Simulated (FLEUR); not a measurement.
```
! title: Magnetic state of GdBRh3 from several starts
! method: PBEsol with U = 6 eV on Gd f; all-electron FLAPW, Dirac cores, scalar-relativistic bands (and 1 further level or step)
! program: FLEUR MaX-R8.1
! settings of one run: kmax 4.32 1/bohr, gmax 13 1/bohr, muffin tin radii Gd: 2.8, B: 1.39, Rh: 2.46 bohr, lmax Gd: [10, 8], B: [6, 4], Rh: [10, 8], hist occupations, smearing width 0.08 eV, mixer Anderson, mixing 0.05, max iterations 130, stop 0.0001 me/bohr³, collinear spin, 8×8×8 k-mesh, double counting FLL, mesh matched on, seeded occupations whole cubic f orbitals, Hund's first rule, starting moments 7 0 0 0 0 μB
! cost: 3 runs, 19 min in all on 4 MPI ranks of Intel Xeon 6975P-C (Granite Rapids), shared host (the runs of this entry)
! notes: The run is spin-polarised, with a total moment of 6.91 μB a cell. Only 2 starts were tried; other patterns of signs, canted and longer-period orders were not.
! lowest state found: ferromagnetic (initial ferro +)
! largest site spin moment: 7.07 μB
! next finished state: antiferromagnetic, 0.915 meV a seeded atom higher
! orbital moment on the atom of largest spin, along its spin (spin–orbit run): -7.6e-4 μB
! spin plus orbital moment: Gd 7.06 μB
CELL_PARAMETERS angstrom
4.18300 0.00000 0.00000
0.00000 4.18300 0.00000
0.00000 0.00000 4.18300
ATOMIC_POSITIONS crystal
Gd 0.00000 0.00000 0.00000
B 0.50000 0.50000 0.50000
Rh 0.00000 0.50000 0.50000
Rh 0.50000 0.00000 0.50000
Rh 0.50000 0.50000 0.00000
```

[Logs and program files are shortened in this print: banners, set-up blocks, solver, clock and traceback lines can be left out without a mark of their own.]

[Logs are printed without paths, hosts, clocks, repeated set-up lines and the standing remarks that a program may print on its own settings, such as how far it seeks lower states.]

[Hosts, paths, dates, database ids (printed as entryN), source tags and the programs' standing remarks are cut or masked in the printed files.]

[Where a cell is said to come from a database of computed structures, the database is the Materials Project.]
